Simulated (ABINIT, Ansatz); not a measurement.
**A GW chain in ABINIT: Sr2NbGaO6 (Fm-3m)**

Aim: the G0W0 gap of Sr2NbGaO6 (Fm-3m) on PBEsol, step by step.

Method: PBEsol and many-body steps on it, plane waves, in ABINIT 10.8.3.

Most raw output is cut from this account.

### 1. Starting point

The structure is cubic, space group Fm-3m (No. 225). Conventional cell: a = 8.000 Å, b = 8.000 Å, c = 8.000 Å, α = 90.00°, β = 90.00°, γ = 90.00°. Nearest to Sr lie 12 O at 2.83 Å. Nb has 6 O at 2.01 Å nearest. Nearest to Ga lie 6 O at 1.99 Å. Nearest to O lie 1 Ga at 1.99 Å and 1 Nb at 2.01 Å and 4 Sr at 2.83 Å. Farther neighbours and most contacts between anions are not listed.

Structure file:

```cif
data_structure
_symmetry_space_group_name_H-M 'P 1'
_symmetry_Int_Tables_number 1
_cell_length_a 5.6571
_cell_length_b 5.6571
_cell_length_c 5.6571
_cell_angle_alpha 60.000
_cell_angle_beta 60.000
_cell_angle_gamma 60.000
_cell_volume 128.02
loop_
_atom_site_label
_atom_site_type_symbol
_atom_site_fract_x
_atom_site_fract_y
_atom_site_fract_z
_atom_site_occupancy
Sr1 Sr 0.25000 0.25000 0.25000 1
Sr2 Sr 0.75000 0.75000 0.75000 1
Nb3 Nb 0.00000 0.00000 0.00000 1
Ga4 Ga 0.50000 0.50000 0.50000 1
O5 O 0.74922 0.25078 0.25078 1
O6 O 0.25078 0.74922 0.74922 1
O7 O 0.25078 0.25078 0.74922 1
O8 O 0.74922 0.74922 0.25078 1
O9 O 0.25078 0.74922 0.25078 1
O10 O 0.74922 0.25078 0.74922 1
```

The cell and positions are those that the Materials Project relaxed with its own functionals (PBE, PBE+U or r2SCAN), kept fixed.

### 2. Ground state

This step: ABINIT 10.8.3; DFT, PBEsol, plane waves, norm-conserving pseudopotentials.

The ground-state density comes first.

Contents of run.abi:

```
acell 3*1.0 Angstrom
rprim 
  0.000000000000 4.000204000000 4.000204000000
  4.000204000000 0.000000000000 4.000204000000
  4.000204000000 4.000204000000 0.000000000000
ntypat 4
znucl 38 41 31 8
natom 10
typat 1 1 2 3 4 4 4 4 4 4
xred 
  0.250000000000 0.250000000000 0.250000000000
  0.750000000000 0.750000000000 0.750000000000
  0.000000000000 0.000000000000 0.000000000000
  0.500000000000 0.500000000000 0.500000000000
  0.749216000000 0.250784000000 0.250784000000
  0.250784000000 0.749216000000 0.749216000000
  0.250784000000 0.250784000000 0.749216000000
  0.749216000000 0.749216000000 0.250784000000
  0.250784000000 0.749216000000 0.250784000000
  0.749216000000 0.250784000000 0.749216000000
pp_dirpath "pseudos"
pseudos "Sr.upf, Nb.upf, Ga.upf, O.upf"
ecut 37
ngkpt 4 4 4
nshiftk 1
shiftk 0 0 0
kptopt 1
chksymbreak 0
nband 50
occopt 1
tolvrs 1e-10
nstep 60
prtwf 0
optforces 0
optstress 0
indata_prefix "in"
outdata_prefix "out"
tmpdata_prefix "tmp"
```

The run is started by

```
> OMP_NUM_THREADS=1 mpirun -n 4 abinit run.abi > log
```

Wall time 57 s (4 MPI ranks of Intel Xeon 6975P-C (Granite Rapids), shared host); peak memory 0.53 GiB.

Numbers from this step:

```yaml
total_energy: -8338.6599 eV
gap: 3.158 eV
k_of_the_valence_top: 0, 0, 0
k_of_the_conduction_bottom: 0, 0, 0
least_direct_gap: 3.158 eV
```

The gap is direct, at Γ.

### 3. Empty states on the mesh, 2×2×2 mesh, 273 bands

The sums over transitions need many empty states on a uniform mesh; this step solves for them.

run.abi: that of step 2 with these lines changed.

```diff
@@ -23,3 +23,3 @@
 ecut 37
-ngkpt 4 4 4
+ngkpt 2 2 2
 nshiftk 1
@@ -28,9 +28,10 @@
 chksymbreak 0
-nband 50
-occopt 1
-tolvrs 1e-10
+iscf -2
+irdden 1
+istwfk *1
+nband 273
+nbdbuf 24
+tolwfr 1e-09
 nstep 60
-prtwf 0
-optforces 0
-optstress 0
+prtvol 0
 indata_prefix "in"
```

Wall time 2.4 min (4 MPI ranks); peak memory 0.52 GiB.

Numbers from this step:

```
gap                                                           : 3.158 eV
k of the valence top                                          : 0, 0, 0
k of the conduction bottom                                    : 0, 0, 0
least direct gap                                              : 3.158 eV
k points computed                                             : 3
lowest point of the top converged band, above the valence top : 71.3069 eV
```

On this mesh the gap is 3.158 eV.

### 4. Screening, 2×2×2 mesh, 249 bands, screening to 176.9 eV

The RPA dielectric matrix is built and inverted for each q.

This step: RPA screening on PBEsol, plane waves, norm-conserving pseudopotentials.

run.abi: that of step 3 with these lines changed.

```diff
@@ -28,10 +28,11 @@
 chksymbreak 0
-iscf -2
-irdden 1
 istwfk *1
-nband 273
-nbdbuf 24
-tolwfr 1e-09
-nstep 60
-prtvol 0
+occopt 1
+irdwfk 1
+optdriver 3
+nband 249
+ecuteps 6.5
+inclvkb 2
+awtr 1
+symchi 1
 indata_prefix "in"
```

Elapsed: 2.2 min, on 4 MPI ranks; peak memory 2.6 GiB; 8.9 min of CPU time.

Numbers from this step:

```yaml
eps_infinity_with_local_fields_on_this_mesh_along_the_program_s_q_direction: 5.458
the_same_without_local_fields: 6.129
plasma_frequency: 29.72 eV
plane_waves_in_the_screening_matrix: 701
```

Local fields lower ε∞ by 11 %. On a Γ-centred mesh this coarse the value itself is usually too large, while a short band sum pulls it down.

### 5. Self-energy, 2×2×2 mesh, 249 bands, screening to 176.9 eV

The self-energy is evaluated for the states that the input lists, and the levels follow from it, in one-shot runs by the linearised quasiparticle equation.

This step: G0W0 on PBEsol, plane waves, norm-conserving pseudopotentials.

run.abi: that of step 4 with these lines changed.

```diff
@@ -31,8 +31,15 @@
 irdwfk 1
-optdriver 3
+optdriver 4
 nband 249
+gwcalctyp 0
+ecutsigx 37
+symsigma 1
+nkptgw 1
+kptgw 
+  0.0000000000 0.0000000000 0.0000000000
+bdgw 
+  39 44
 ecuteps 6.5
-inclvkb 2
-awtr 1
-symchi 1
+irdscr 1
+ppmodel 1
 indata_prefix "in"
```

It took 35 s on 4 MPI ranks; peak memory 2.2 GiB; 2.3 min of CPU time.

Numbers from this step:

- G0W0 gap on the points computed: 4.763 eV
- starting gap on the mesh: 3.158 eV
- k of the valence top: 0, 0, 0
- k of the conduction bottom: 0, 0, 0
- Z at the valence top: 0.779
- Z at the conduction bottom: 0.814
- least direct G0W0 gap on the computed points: 4.763 eV

The gap on the mesh goes from 3.16 eV to 4.76 eV, a correction of +1.61 eV.

Limits: finite bands, cutoff and mesh; exchange with frozen shells missing; no spin-orbit coupling; coarse k mesh. v1 is the top filled band, c1 the lowest empty one. The levels before and after the correction (eV, zero at the valence-band top of each column):

|  | conduction bottom | valence top |
| --- | --- | --- |
| Kohn-Sham | 3.16 | 0.00 |
| G0W0 | 4.76 | 0.00 |

|  | level | energy (eV) |
| --- | --- | --- |
| Kohn-Sham | Γ v3-v1 | 0.000 |
| Kohn-Sham | Γ c1-c3 | 3.158 |
| G0W0 | Γ v3-v1 | 0.000 |
| G0W0 | Γ c1-c3 | 4.763 |

### 6. Where the time went

Times are wall times on 4 MPI ranks of Intel Xeon 6975P-C (Granite Rapids), shared host, good to a factor of about two.

| step | time | share | memory (GiB) |
| --- | --- | --- | --- |
| ground state | 57 s | 15 % | 0.53 |
| empty states on the mesh | 2.4 min | 39 % | 0.52 |
| screening | 2.2 min | 36 % | 2.6 |
| self-energy | 35 s | 9 % | 2.2 |

### 7. Outcome

```
PBEsol gap           : 3.16 eV, direct
G0W0 gap on the mesh : 4.76 eV
GW settings          : 2×2×2 mesh, 249 bands, screening to 176.9 eV, Godby-Needs plasmon pole
known limits         : not at the basis limit; exchange with frozen shells missing; no spin-orbit coupling; coarse k mesh
```

In words: G0W0 moves the gap on the mesh from 3.16 eV to 4.76 eV (+1.61 eV), with Z of 0.78 and 0.81 at the edges. Local fields lower the RPA ε∞ on this mesh from 6.13 to 5.46; a Γ-centred mesh this coarse tends to raise both, most where the direct gap is narrow, while a short band sum lowers them. Only 1 of the mesh's irreducible points was corrected, so a valley elsewhere could overtake. Bands and cutoff are finite, so the gap is not at the basis limit. The miss can reach some tenths of an eV and take either sign; the mesh is an error of its own. In the G0W0 run levels were corrected at 1 k point alone, so a gap called «on the mesh» is the least over those, and an edge elsewhere would be missed. The 2×2×2 mesh is coarse for this cell, which bears on the long-range parts of exchange and screening. The norm-conserving file of at least one element keeps a d shell over frozen s and p shells of the same row. Exchange with those shells is missing from the self-energy, an error of 0.3 to 0.9 eV in cases checked, whose sign depends on which edge lies on those atoms. The many-body steps are scalar-relativistic: spin-orbit coupling is not in them.

[Paths, hosts, dates, memory and timing lines, banners, echoed tables and standing remarks are left out of the program output.]

[Logs are printed without paths, hosts, clocks, repeated set-up lines and the standing remarks that a program may print on its own settings, such as how far it seeks lower states.]

[Runs of the session that timed out or met a known fault of the program may be left out.]

[Hosts, paths, dates, database ids (printed as entryN), source tags and the programs' standing remarks are cut or masked in the printed files.]

[G0W0 gaps are taken among the corrected bands and points alone; a level outside them can change the order at an edge.]

[Where Ansatz stands beside ABINIT at settings called matched, ABINIT's density can come from a denser mesh and the files from another edition; pairs whose starting gaps differed by over 0.03 eV were left out, so agreement reads better than it is.]
